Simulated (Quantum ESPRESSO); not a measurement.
## Co3Pd with and without spin polarisation: run 1, typed as ferro ++++++

Quantum ESPRESSO 7.5; PBE; plane waves with GBRV 1.5 PBE potentials, no spin-orbit coupling.

The signs are those of the starting moments on the seeded atoms, the atoms that are given a moment.

The input, pw.in:

```
&CONTROL
  calculation = 'scf'
  prefix = 'pwscf'
  outdir = './tmp'
  pseudo_dir = './pseudo'
  disk_io = 'nowf'
/
&SYSTEM
  ibrav = 0
  celldm(1) = 8
  nat = 8
  ntyp = 2
  ecutwfc = 40
  ecutrho = 280
  nbnd = 87
  occupations = 'smearing'
  smearing = 'fd'
  degauss = 0.00367493
  nspin = 2
  starting_magnetization(1) = 0.1
  starting_magnetization(2) = 0
/
&ELECTRONS
  conv_thr = 1.6d-08
  electron_maxstep = 150
  mixing_beta = 0.3
/
ATOMIC_SPECIES
Co     58.9332 co_pbe_v1.2.uspp.F.UPF
Pd    106.4200 pd_pbe_v1.4.uspp.F.UPF
CELL_PARAMETERS alat
   0.8577584987559    0.0000000000000    0.0000000000000
   0.0000000000000    0.8577584987559    0.0000000000000
   0.0000000000000    0.0000000000000    1.7155169975118
ATOMIC_POSITIONS crystal
Co      0.0000000000    0.0000000000    0.0000000000
Co      0.5000000000    0.5000000000    0.0000000000
Co      0.5000000000    0.0000000000    0.2500000000
Co      0.0000000000    0.5000000000    0.2500000000
Co      0.0000000000    0.0000000000    0.5000000000
Co      0.5000000000    0.5000000000    0.5000000000
Pd      0.5000000000    0.0000000000    0.7500000000
Pd      0.0000000000    0.5000000000    0.7500000000
K_POINTS automatic
9 9 5 0 0 0
```

Run with:

```console
$ OMP_NUM_THREADS=1 mpirun -n 4 pw.x -nk 4 -in pw.in > pw.out
```

Q: Predict the spin moment in the atom's sphere.

The site moments add up to 11.87 μB, near the cell's 11.36 μB; the space between the atoms is polarised against them. Symmetry leaves 3 kinds of site among the 8 atoms, and equivalent atoms carry values of equal size.

Spin density in the ac plane at fractional y = 0.000, with atoms of Co and Pd within 0.2 Å of it.

Valence density in the ac plane at fractional y = 0.000, with atoms of Co and Pd within 0.2 Å of it. It is the smooth field of the valence electrons, not physical close to the nuclei.

Spin moment in the atom's sphere by atom:

```
atom  spin moment in the atom's sphere (μB)
 Co1                                   1.86
 Co2                                   1.86
 Co3                                   1.86
 Co4                                   1.86
 Co5                                   1.86
 Co6                                   1.86
 Pd7                                   0.35
 Pd8                                   0.35
```

Read from the output:

```
magnetization          : 11.36 μB
absolute magnetization : 12.52 μB
final state            : ferromagnetic
```

Ten even steps from '_' (0.0 e/Å³) to '@' (5.8 e/Å³), each cell a mean:
```
##==..__________________..++
....______________________..
____________________________
____________________________
____________________________
____________________________
____________________________
____________________________
____________________________
____________________________
--..______________________::
@@++..__________________::**
##==..__________________..++
....______________________..
____________________________
____________________________
____________::--..__________
__________::**@@++..________
__________..++##==..________
____________..::..__________
____________________________
____________________________
--..______________________::
@@++..__________________::**
```
Columns run along a (3.6 Å), rows up along c (7.3 Å). Atoms in or near the plane, at fractional coordinates: Co at (0.00, 0.00), Co at (0.50, 0.25), Co at (0.00, 0.50), Pd at (0.50, 0.75).

Ten steps, logarithmic in the rise over the least value, from '0' (-2 e/Å³) to '9' (41 e/Å³), each cell a mean:
```
98543333333468
66433333333456
44333344433344
33334455544333
33334667654333
33345660664333
33345665764333
33334566654333
33333444443333
44433333333344
76543333333457
98643333333479
98543333333468
66433333333456
44333333333344
33333444443333
33334577654333
33334799864333
33334689854333
33334566643333
33333444433333
44433333333344
76543333333457
98643333333479
```
Columns run along a (3.6 Å), rows up along c (7.3 Å). Atoms in or near the plane, at fractional coordinates: Co at (0.00, 0.00), Co at (0.50, 0.25), Co at (0.00, 0.50), Pd at (0.50, 0.75).

[Logs and program files are shortened in this print: banners, set-up blocks, solver, clock and traceback lines can be left out without a mark of their own.]

[Logs are printed without paths, hosts, clocks, repeated set-up lines and the standing remarks that a program may print on its own settings, such as how far it seeks lower states.]

[Hosts, paths, dates, database ids (printed as entryN), source tags and the programs' standing remarks are cut or masked in the printed files.]

[Where a cell is said to come from a database of computed structures, the database is the Materials Project.]
